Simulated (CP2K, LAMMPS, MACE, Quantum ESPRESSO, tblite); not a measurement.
# Bulk modulus two ways: glassy 84SiO2-16BaO (mol %) (71 atoms), QE, PBE

The cell holds 71 atoms (21 Si, 4 Ba and 46 O). Recipe: 71 atoms (21 Si, 4 Ba, 46 O) placed at random at 2.83 g/cm³, melted at 4000 K for 10 ps at fixed volume with the Morse and Coulomb pair potential with partial charges (Pedone, Malavasi, Menziani, Cormack and Segre, J. Phys. Chem. B 110, 11780 (2006)). Quenched from 4000 K to 300 K at 200 K/ps and fixed volume, held 10 ps at zero pressure, then minimised at fixed cell. Then the atoms were relaxed with MACE MP-0b3 medium in the fixed cell.

Calculated with Quantum ESPRESSO 7.5: PBE; plane waves, SSSP efficiency, 60/480 Ry; k-points Γ. The cell is scaled evenly by ±3 % in volume, and MACE MP-0b3 medium relaxes the atoms at each volume before the single point.

```
volume (Å³/atom)  energy less the middle row's (meV/atom)  pressure (GPa)
          14.509                                    1.459           1.209
          14.958                                    0.000          -0.421
          15.407                                    2.434          -1.907
```

Task: Find the bulk modulus at the middle volume from the pressures and from the energies, and check the printed pressure against the slope of the energy (1 meV/Å³ = 0.16022 GPa).

**Working.**

The step is h = 0.4487 Å³. From pressures: B = −V dP/dV = 14.958 × (1.209 − (-1.907)) / (2 × 0.4487) = 51.9 GPa.

From energies: B = V d²E/dV² = 14.958 × (1.459 + (2.434)) / 0.4487² = 289.2 meV/Å³ = 46.3 GPa.

Slope: P = −dE/dV = −(2.434 − (1.459)) / (2 × 0.4487) = -1.09 meV/Å³ = -0.17 GPa, against -0.42 GPa printed.

The modulus from energies lies 11 % under that from pressures.

A central difference over ±3 % overstates P by about B(1 + B′)(0.03)²/6, some 0.04 GPa for B′ = 4, which is small against the gap found. The atoms follow MACE MP-0b3 medium, so this level's forces do work along the path, which enters the energies but not the printed pressures. A stress printed at a finite cutoff holds the number of plane waves fixed and tends to come out low, which is the sign found here.

Limits: three points, a static cell at zero temperature, the cell shape held.

[Logs are printed without paths, hosts, clocks, repeated set-up lines and the standing remarks that a program may print on its own settings, such as how far it seeks lower states.]

[Hosts, paths, dates, database ids (printed as entryN), source tags and the programs' standing remarks are cut or masked in the printed files.]
